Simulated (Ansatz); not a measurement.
# How thick a slab does the work function of Ba need?

Slabs of Ba from 1 to 13 layers are run on 3 faces. From which thickness on does the work function stay within 0.05 eV of the thickest slab's, and does that depend on the face?

Set-up. Ansatz 0.2.0, plane waves with PAW datasets (its set soft_2), PBE; symmetric slabs at bulk places and the tabulated experimental lattice constant, 18 Å of vacuum, one k-mesh a face (spacing 0.16 Å⁻¹, 2π included), Fermi-Dirac smearing of 0.1 eV.

What came out:

| layers | Ba(100) (eV) | Ba(110) (eV) | Ba(111) (eV) |
| --- | --- | --- | --- |
| 1 | 2.368 | 2.387 | 2.702 |
| 2 | 2.332 | 2.429 | 2.348 |
| 3 | 2.353 | 2.439 | 2.435 |
| 4 | 2.360 | 2.440 | 2.362 |
| 5 | 2.369 | 2.440 | 2.410 |
| 6 | 2.362 | 2.440 | 2.389 |
| 7 | 2.364 | 2.440 | - |
| 8 | 2.365 | 2.439 | 2.399 |
| 10 | 2.364 | 2.440 | 2.393 |
| 11 | - | - | 2.394 |
| 13 | 2.364 | 2.439 | 2.394 |

What this shows: Within 0.05 eV of the 13-layer value: Ba(100) from 1 layer on, Ba(110) from 2 layers on and Ba(111) from 2 layers on. In length between the outer atoms these thicknesses are 0.0 Å, 3.5 Å and 1.4 Å. From four layers on the values span 0.001 to 0.048 eV, most on Ba(111). Thirteen layers cost about 8 to 11 times the CPU time of four.

Caveats: The 13-layer slab is the reference and is itself not proved converged. Thicknesses missing from the table have no sound run at this vacuum, and where values alternate they could fall outside the band. The smearing damps swings with thickness. The slabs are unrelaxed and unreconstructed, and the CPU ratio is rough.
